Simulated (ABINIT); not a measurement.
# A GW chain in ABINIT: MgO (Fm-3m), part 2 of 3

How does a plane-wave GW calculation on MgO (Fm-3m) run from the first input to the gap?

ABINIT 10.8.3; PBE and many-body steps on it, plane waves. Known limits of the many-body steps: short of the basis limit.

So far. Step 2 (Ground state): The gap is direct, at Γ.

## Step 3: Bands along the symmetry lines

Level of this step: DFT, PBE, plane waves, norm-conserving pseudopotentials (ABINIT).

Levels along a band path, at the cheap level, show where the edges lie and whether the meshes to come will hold them.

Input file run.abi:

```
acell 3*1.0 Angstrom
rprim 
  -0.000000000000 2.097001392700 2.097001392700
  2.097001392700 -0.000000000000 2.097001392700
  2.097001392700 2.097001392700 -0.000000000000
ntypat 2
znucl 12 8
natom 2
typat 1 2
xred 
  0.000000000000 0.000000000000 0.000000000000
  0.500000000000 0.500000000000 0.500000000000
pp_dirpath "pseudos"
pseudos "Mg.upf, O.upf"
ecut 38
iscf -2
irdden 1
kptopt 0
nkpt 50
kpt 
  0.00000000 0.00000000 0.00000000
  0.06250000 0.00000000 0.06250000
  0.12500000 0.00000000 0.12500000
  0.18750000 0.00000000 0.18750000
  0.25000000 0.00000000 0.25000000
  0.31250000 0.00000000 0.31250000
  0.37500000 0.00000000 0.37500000
  0.43750000 0.00000000 0.43750000
  0.50000000 0.00000000 0.50000000
  0.51562500 0.03125000 0.51562500
  0.53125000 0.06250000 0.53125000
  0.54687500 0.09375000 0.54687500
  0.56250000 0.12500000 0.56250000
  0.57812500 0.15625000 0.57812500
  0.59375000 0.18750000 0.59375000
  0.60937500 0.21875000 0.60937500
  0.62500000 0.25000000 0.62500000
  0.37500000 0.37500000 0.75000000
  0.32812500 0.32812500 0.65625000
  0.28125000 0.28125000 0.56250000
  0.23437500 0.23437500 0.46875000
  0.18750000 0.18750000 0.37500000
  0.14062500 0.14062500 0.28125000
  0.09375000 0.09375000 0.18750000
  0.04687500 0.04687500 0.09375000
  0.00000000 0.00000000 0.00000000
  0.06250000 0.06250000 0.06250000
  0.12500000 0.12500000 0.12500000
  0.18750000 0.18750000 0.18750000
  0.25000000 0.25000000 0.25000000
  0.31250000 0.31250000 0.31250000
  0.37500000 0.37500000 0.37500000
  0.43750000 0.43750000 0.43750000
  0.50000000 0.50000000 0.50000000
  0.50000000 0.46875000 0.53125000
  0.50000000 0.43750000 0.56250000
  0.50000000 0.40625000 0.59375000
  0.50000000 0.37500000 0.62500000
  0.50000000 0.34375000 0.65625000
  0.50000000 0.31250000 0.68750000
  0.50000000 0.28125000 0.71875000
  0.50000000 0.25000000 0.75000000
  0.50000000 0.21875000 0.71875000
  0.50000000 0.18750000 0.68750000
  0.50000000 0.15625000 0.65625000
  0.50000000 0.12500000 0.62500000
  0.50000000 0.09375000 0.59375000
  0.50000000 0.06250000 0.56250000
  0.50000000 0.03125000 0.53125000
  0.50000000 0.00000000 0.50000000
istwfk *1
nband 18
nbdbuf 5
tolwfr 1e-07
nstep 50
prtwf 0
prtvol 0
indata_prefix "in"
outdata_prefix "out"
tmpdata_prefix "tmp"
```

The run is started by

```
$ OMP_NUM_THREADS=1 mpirun -n 8 abinit run.abi > log
```

The program printed:

```text
.Version 10.8.3 of ABINIT. v10.8.2 released Aug 2026.

 Symmetries : space group Fm -3 m (#225); Bravais cF (face-center cubic)
[... echo of the input left out ...]
== DATASET  1 ==================================================================
-   mpi_nproc: 8, omp_nthreads: 1 (-1 if OMP is not activated)

--- !DatasetInfo
iteration_state: {dtset: 1, }
dimensions: {natom: 2, nkpt: 50, mband: 18, nsppol: 1, nspinor: 1, nspden: 1, mpw: 1411, }
cutoff_energies: {ecut:  38.0, pawecutdg:  -1.0, }
electrons: {nelect:   1.60000000E+01, charge:   0.00000000E+00, occopt:   1.00000000E+00, tsmear:   1.00000000E-02, }

 Real(R)+Recip(G) space primitive vectors, cartesian coordinates (Bohr,Bohr^-1):
 R(1)=  0.0000000  3.9627583  3.9627583  G(1)= -0.1261747  0.1261747  0.1261747
 R(2)=  3.9627583  0.0000000  3.9627583  G(2)=  0.1261747 -0.1261747  0.1261747
 R(3)=  3.9627583  3.9627583  0.0000000  G(3)=  0.1261747  0.1261747 -0.1261747
 Unit cell volume ucvol=  1.2445798E+02 bohr^3
 Angles (23,13,12)=  6.00000000E+01  6.00000000E+01  6.00000000E+01 degrees

 getcut: wavevector=  0.0000  0.0000  0.0000  ngfft=  32  32  32
         ecut(hartree)=     38.000   => boxcut(ratio)=   2.05769

--- Pseudopotential description ------------------------------------------------
- Mg Generated using ONCVPSP code by D. R. Hamann
- 12.00000  10.00000  171031                  znucl, zion, pspdat
12 -101130 1 -1 1510                          pspcod,pspxc,lmax,lloc,mmax
     nproj     2     2     0
  pspatm : epsatm=    9.22893308
         --- l  ekb(1:nproj) -->
             0    2.250005   -0.808630
             1   -6.469357   -2.503313
 pspatm: atomic psp has been read  and splines computed

- O Generated using ONCVPSP code by D. R. Hamann
-  8.00000   6.00000  171031                  znucl, zion, pspdat
12 -101130 2 -1 936                           pspcod,pspxc,lmax,lloc,mmax
     nproj     2     2     1
  pspatm : epsatm=    6.19545534
         --- l  ekb(1:nproj) -->
             0    6.056735    0.824024
[...]
2   -1.331955
 pspatm: atomic psp has been read  and splines computed

--------------------------------------------------------------------------------

================================================================================
 prteigrs : about to open file out_EIG
 Non-SCF case, kpt    1 (  0.00000  0.00000  0.00000), residuals and eigenvalues=
  9.42E-09  2.83E-08  6.52E-08  6.50E-09  9.60E-09  8.72E-08  1.35E-08  5.99E-08
  1.23E-08  8.79E-09  8.83E-09  5.02E-08  3.11E-08  1.44E-08  9.30E-08  4.67E-08
  9.90E-08  3.39E-08
 -2.4797E+00 -1.2578E+00 -1.2578E+00 -1.2578E+00 -4.5613E-01  1.7790E-01
  1.7790E-01  1.7790E-01  3.5778E-01  7.6721E-01  7.6721E-01  7.6721E-01
  9.0692E-01  9.8181E-01  9.8181E-01  1.0811E+00  1.0811E+00  1.0811E+00
 Non-SCF case, kpt    2 (  0.06250  0.00000  0.06250), residuals and eigenvalues=
  9.59E-09  1.47E-08  6.40E-09  6.19E-08  1.79E-08  2.84E-08  8.79E-09  2.99E-08
[...]
3.69E-08  4.79E-08
[...]
Non-SCF case, kpt    3 (  0.12500  0.00000  0.12500), residuals and eigenvalues=
[...]
Non-SCF case, kpt   49 (  0.50000  0.03125  0.53125), residuals and eigenvalues=
[...]
Non-SCF case, kpt   50 (  0.50000  0.00000  0.50000), residuals and eigenvalues=
[...]
1.2827E-01  1.2827E-01  5.1764E-01  5.5107E-01  6.6414E-01  8.8312E-01
  8.8312E-01  1.1269E+00  1.1843E+00  1.3299E+00  1.3299E+00  1.4468E+00

--- !ResultsGS
iteration_state: {dtset: 1, }
comment   : Summary of ground state results
lattice_vectors:
- [ -0.0000000,   3.9627583,   3.9627583, ]
- [  3.9627583,  -0.0000000,   3.9627583, ]
- [  3.9627583,   3.9627583,  -0.0000000, ]
lattice_lengths: [   5.60419,    5.60419,    5.60419, ]
lattice_angles: [ 60.000,  60.000,  60.000, ] # degrees, (23, 13, 12)
lattice_volume:   1.2445798E+02
convergence: {deltae:  0.000E+00, res2:  0.000E+00, residm:  9.989E-08, diffor:  0.000E+00, }
etotal    :  -7.60504444E+01
entropy   :   0.00000000E+00
fermie    :   1.77897150E-01
cartesian_stress_tensor: null
pressure_GPa: null
xred      :
- [  0.0000E+00,   0.0000E+00,   0.0000E+00, Mg]
- [  5.0000E-01,   5.0000E-01,   5.0000E-01,  O]
cartesian_forces: null
force_length_stats: {min: null, max: null, mean: null, }

 Integrated electronic density in atomic spheres:
 ------------------------------------------------
 Atom  Sphere_radius  Integrated_density
[...]
================================================================================

 ----iterations are completed or convergence reached----

 Mean square residual over all n,k,spin=   31.759E-09; max=  99.886E-09
 reduced coordinates (array xred) for    2 atoms
       0.000000      0.000000      0.000000
       0.500000      0.500000      0.500000

 cartesian coordinates (angstrom) at end:
    1      0.000000     0.000000     0.000000
    2      2.097001     2.097001     2.097001
 length scales=  1.889726  1.889726  1.889726 bohr
              =  1.000000  1.000000  1.000000 angstroms
 prteigrs : about to open file out_EIG
 Eigenvalues (hartree) for nkpt=  50  k points:
 kpt#   1, nband= 18, wtk=  1.00000, kpt=  0.0000  0.0000  0.0000 (reduced coord)
[...]
kpt#   2, nband= 18, wtk=  1.00000, kpt=  0.0625  0.0000  0.0625 (reduced coord)
[...]
kpt#   3, nband= 18, wtk=  1.00000, kpt=  0.1250  0.0000  0.1250 (reduced coord)
[...]
kpt#  49, nband= 18, wtk=  1.00000, kpt=  0.5000  0.0313  0.5313 (reduced coord)
[...]
1.33091    1.46604
 kpt#  50, nband= 18, wtk=  1.00000, kpt=  0.5000  0.0000  0.5000 (reduced coord)
  -2.47926   -1.26059   -1.25891   -1.25891   -0.39813    0.02762    0.12827    0.12827
   0.51764    0.55107    0.66414    0.88312    0.88312    1.12685    1.18428    1.32995
   1.32995    1.44675

== END DATASET(S) ==============================================================
================================================================================

 -outvars: echo values of variables after computation  --------
            nband          18
             nkpt          50
          spgroup         225
 [... the other variables as echoed above ...]

 Calculation completed.
```

The job ended after 2.4 s (8 MPI ranks of Arm Neoverse V2, shared host; peak memory 0.07 GiB).

Read from the output:

- gap: 4.895 eV
- k of the valence top: 0, 0, 0
- k of the conduction bottom: 0, 0, 0
- least direct gap: 4.895 eV

The gap is 4.895 eV, as in the run before at this level.

The electronic bands at the labelled points (eV, zero at the top of the highest filled band; v1 is the highest filled band, c1 the lowest empty one):

```
    point      v4     v3     v2     v1     c1     c2     c3     c4
        Γ  -17.25   0.00   0.00   0.00   4.89  16.04  16.04  16.04
  halfway  -16.47  -2.63  -0.74  -0.74   8.23  11.31  15.69  17.68
        X  -15.67  -4.09  -1.35  -1.35   9.24  10.15  13.23  19.19
  halfway  -15.66  -3.94  -1.80  -1.30   9.63  10.67  13.07  18.82
        U  -15.65  -3.50  -2.72  -1.15  10.22  11.95  12.66  18.34
jump to K  -15.65  -3.50  -2.72  -1.15  10.22  11.95  12.66  18.34
  halfway  -16.39  -2.94  -1.18  -0.39   8.32  12.13  15.56  18.15
        Γ  -17.25   0.00   0.00   0.00   4.89  16.04  16.04  16.04
  halfway  -16.63  -2.66  -0.34  -0.34   7.24  12.72  16.87  16.87
        L  -15.90  -4.64  -0.65  -0.65   8.02  12.76  16.49  16.49
  halfway  -15.76  -4.02  -1.94  -0.99   9.80  12.34  13.67  17.10
        W  -15.61  -2.96  -2.96  -1.78  11.77  11.77  12.35  15.74
  halfway  -15.64  -3.79  -1.90  -1.57  10.13  11.04  12.89  17.56
        X  -15.67  -4.09  -1.35  -1.35   9.24  10.15  13.23  19.19
```

The electronic bands as a text plot (rows in eV, shown from -8.0 to 10.9 only):

```
   10.5 |       ++ +++++  ++++                         +     ++++
    9.7 |         +++ ++++    ++                      +       ++
    8.9 |       ++   +                              ++          +
    8.1 |     ++                +              +++++
    7.4 |    +                   ++         +++
    6.6 |                          ++      +
    5.8 |  ++                            ++
    5.0 |++                          ++++
    4.2 |
    3.4 |
    2.6 |
    1.8 |
    1.1 |
    0.3 |**                        ********
   -0.5 | ******            **********  *  ***********
   -1.3 |  **   ************    *  **    **         ******   ****
   -2.1 |    *         **   **** **        *          **  ****
   -2.9 |     ****       ***    *           *           ****
   -3.7 |         *** **********             **       ***   ****
   -4.5 |            *                         *******          *
   -5.2 |
   -6.0 |
   -6.8 |
   -7.6 |
         Γ           X  U|K            Γ         L        W     X
```

## Step 4: Empty states on the mesh, 6×6×6 mesh, 117 bands

The sums over transitions need many empty states on a uniform mesh; this step solves for them.

Input file run.abi:

```
acell 3*1.0 Angstrom
rprim 
  -0.000000000000 2.097001392700 2.097001392700
  2.097001392700 -0.000000000000 2.097001392700
  2.097001392700 2.097001392700 -0.000000000000
ntypat 2
znucl 12 8
natom 2
typat 1 2
xred 
  0.000000000000 0.000000000000 0.000000000000
  0.500000000000 0.500000000000 0.500000000000
pp_dirpath "pseudos"
pseudos "Mg.upf, O.upf"
ecut 38
ngkpt 6 6 6
nshiftk 1
shiftk 0 0 0
kptopt 1
chksymbreak 0
irdden 1
istwfk *1
nband 117
prtvol 0
optdriver 6
gwr_task "HDIAGO"
paral_kgb 0
occopt 1
indata_prefix "in"
outdata_prefix "out"
tmpdata_prefix "tmp"
```

The program printed:

```text
[banner, memory and clock lines left out]
.Version 10.8.3 of ABINIT. v10.8.2 released Aug 2026.

 Symmetries : space group Fm -3 m (#225); Bravais cF (face-center cubic)
[... echo of the input left out ...]
== DATASET  1 ==================================================================
-   mpi_nproc: 8, omp_nthreads: 1 (-1 if OMP is not activated)

--- !DatasetInfo
iteration_state: {dtset: 1, }
dimensions: {natom: 2, nkpt: 16, mband: 117, nsppol: 1, nspinor: 1, nspden: 1, mpw: 1411, }
cutoff_energies: {ecut:  38.0, pawecutdg:  -1.0, }
electrons: {nelect:   1.60000000E+01, charge:   0.00000000E+00, occopt:   1.00000000E+00, tsmear:   1.00000000E-02, }

.Using double precision arithmetic; gwpc =  8

- Reading GS density from: in_DEN

--- Pseudopotential description ------------------------------------------------
- Mg Generated using ONCVPSP code by D. R. Hamann
- 12.00000  10.00000  171031                  znucl, zion, pspdat
12 -101130 1 -1 1510                          pspcod,pspxc,lmax,lloc,mmax
     nproj     2     2     0
  pspatm : epsatm=    9.22893308
         --- l  ekb(1:nproj) -->
             0    2.250005   -0.808630
             1   -6.469357   -2.503313
 pspatm: atomic psp has been read  and splines computed

- O Generated using ONCVPSP code by D. R. Hamann
-  8.00000   6.00000  171031                  znucl, zion, pspdat
12 -101130 2 -1 936                           pspcod,pspxc,lmax,lloc,mmax
     nproj     2     2     1
  pspatm : epsatm=    6.19545534
         --- l  ekb(1:nproj) -->
             0    6.056735    0.824024
             1   -4.717130   -1.149271
             2   -1.331955
 pspatm: atomic psp has been read  and splines computed

   2.46790215E+02                                ecore*ucvol(ha*bohr**3)

 Total charge density [el/Bohr^3]
)     Maximum=    3.3940E+00  at reduced coord.    0.0625    0.9375    0.9688
)     Minimum=    1.0142E-02  at reduced coord.    0.2500    0.2500    0.2500
   Integrated=    1.6000E+01

 === KS gaps after direct diagonalization ===
 Direct band gap semiconductor
 Fundamental gap:     4.895 (eV)
   VBM:     4.841 (eV) at k: [ 0.0000E+00,  0.0000E+00,  0.0000E+00]
   CBM:     9.736 (eV) at k: [ 0.0000E+00,  0.0000E+00,  0.0000E+00]
 Direct gap:         4.895 (eV) at k: [ 0.0000E+00,  0.0000E+00,  0.0000E+00]

== END DATASET(S) ==============================================================

 -outvars: echo values of variables after computation  --------
           etotal      0.0000000000E+00
            nband         117
             nkpt          16
          spgroup         225
 [... the other variables as echoed above ...]

 Calculation completed.
```

Run time: 5.5 s. Hardware: 8 MPI ranks; peak memory 1.3 GiB; 43 s of CPU time.

Read from the output:

* gap: 4.895 eV
* k of the valence top: 0, 0, 0
* k of the conduction bottom: 0, 0, 0
* least direct gap: 4.895 eV
* k points computed: 16
* lowest point of the top converged band, above the valence top: 159.6666 eV

On this mesh the gap is 4.895 eV.

## Step 5: Screening, 6×6×6 mesh, 109 bands, screening to 244.9 eV

The RPA dielectric matrix is built and inverted for each q.

This step: RPA screening on PBE, plane waves, norm-conserving pseudopotentials.

run.abi, as its differences from that of step 4:

```diff
@@ -20,10 +20,11 @@
 chksymbreak 0
-irdden 1
 istwfk *1
-nband 117
-prtvol 0
-optdriver 6
-gwr_task "HDIAGO"
-paral_kgb 0
 occopt 1
+irdwfk 1
+optdriver 3
+nband 109
+ecuteps 9
+inclvkb 2
+awtr 1
+symchi 1
 indata_prefix "in"
```

The program printed:

```text
.Version 10.8.3 of ABINIT. v10.8.2 released Aug 2026.

 Symmetries : space group Fm -3 m (#225); Bravais cF (face-center cubic)
[... echo of the input left out ...]
== DATASET  1 ==================================================================
-   mpi_nproc: 8, omp_nthreads: 1 (-1 if OMP is not activated)

--- !DatasetInfo
iteration_state: {dtset: 1, }
dimensions: {natom: 2, nkpt: 16, mband: 109, nsppol: 1, nspinor: 1, nspden: 1, mpw: 1411, }
cutoff_energies: {ecut:  38.0, pawecutdg:  -1.0, }
electrons: {nelect:   1.60000000E+01, charge:   0.00000000E+00, occopt:   1.00000000E+00, tsmear:   1.00000000E-02, }

 SCREENING: Calculation of the susceptibility and dielectric matrices

 Based on a program developped by R.W. Godby, V. Olevano, G. Onida, and L. Reining.
 Incorporated in ABINIT by V. Olevano, G.-M. Rignanese, and M. Torrent.
.Using double precision arithmetic ; gwpc =  8

[... cell and pseudopotentials left out ...]
--------------------------------------------------------------------------------

 ==== K-mesh for the wavefunctions ====
 Number of points in the irreducible wedge :    16
[... list of points left out ...]
 Together with 48 symmetry operations and time-reversal symmetry
 yields   216 points in the full Brillouin Zone.

 ==== Q-mesh for the screening function ====
 Number of points in the irreducible wedge :    16
[... list of points left out ...]
 Together with 48 symmetry operations and time-reversal symmetry
 yields   216 points in the full Brillouin Zone.

 setmesh: FFT mesh size selected  =    24x   24x   24
          total number of points  =        13824

 vcoul_init : cutoff-mode = AUXILIARY_FUNCTION
 q-points for optical limit:   1
     1)      0.000010    0.000020    0.000030

- screening: taking advantage of time-reversal symmetry
- Maximum band index for partially occupied states nbvw = 8
- Remaining bands to be divided among processors   nbcw = 101
- Number of bands treated by each node ~12

 Number of electrons calculated from density =   16.0000; Expected =   16.0000
 average of density, n =  0.128557
 r_s =    1.2291
 omega_plasma =   34.5863 [eV]

 calculating chi0 at frequencies [eV] :
  1    0.000000E+00    0.000000E+00
  2    0.000000E+00    3.458631E+01

--------------------------------------------------------------------------------
  q-point number  1        q = ( 0.000000, 0.000000, 0.000000) [r.l.u.]
--------------------------------------------------------------------------------
[... chi0 elements left out ...]
 For q-point:  0.000010 0.000020 0.000030
  dielectric constant =   3.0170
  dielectric constant without local fields =   3.2366

  Average fulfillment of the sum rule on Im[epsilon] for q-point    1 :     75.56  [%]
[... wings left out ...]
  q-point number  2        q = ( 0.166667, 0.000000, 0.000000) [r.l.u.]
--------------------------------------------------------------------------------
[... chi0 elements left out ...]
  Average fulfillment of the sum rule on Im[epsilon] for q-point    2 :     89.23  [%]

 [... 14 further q-points ...]
```

Run time: 33 s. Hardware: 8 MPI ranks; peak memory 1.3 GiB.

Read from the output:

```yaml
eps_infinity_with_local_fields_on_this_mesh: 3.017
eps_infinity_without_local_fields_on_this_mesh: 3.237
plasma_frequency: 34.59 eV
plane_waves_in_the_screening_matrix: 169
```

Local fields lower ε∞ by 7 %.

[end of part 2 of 3]

[Long decimals in the printed logs are rounded to 6 places.]

[Logs are printed without paths, hosts, clocks, repeated set-up lines and the standing remarks that a program may print on its own settings, such as how far it seeks lower states.]

[Paths, hosts, dates, memory and timing lines, banners, echoed tables and standing remarks are left out of the program output; an Ansatz launch command may be rebuilt from the run's recorded settings. Measured values are a selection of at most five: reports struck by readers or far from the other reports are left out. None is set beside runs whose start may be inverted or whose files or cutoffs have a known fault.]

[Runs of the session that timed out or met a known fault of the program may be left out.]

[Hosts, paths, dates, database ids (printed as entryN), source tags and the programs' standing remarks are cut or masked in the printed files.]

[G0W0 gaps are taken among the corrected bands and points alone; a level outside them can change the order at an edge.]

[Where Ansatz stands beside ABINIT at settings called matched, ABINIT's density can come from a denser mesh and the files from another edition; pairs whose starting gaps differed by over 0.03 eV were left out, so agreement reads better than it is.]
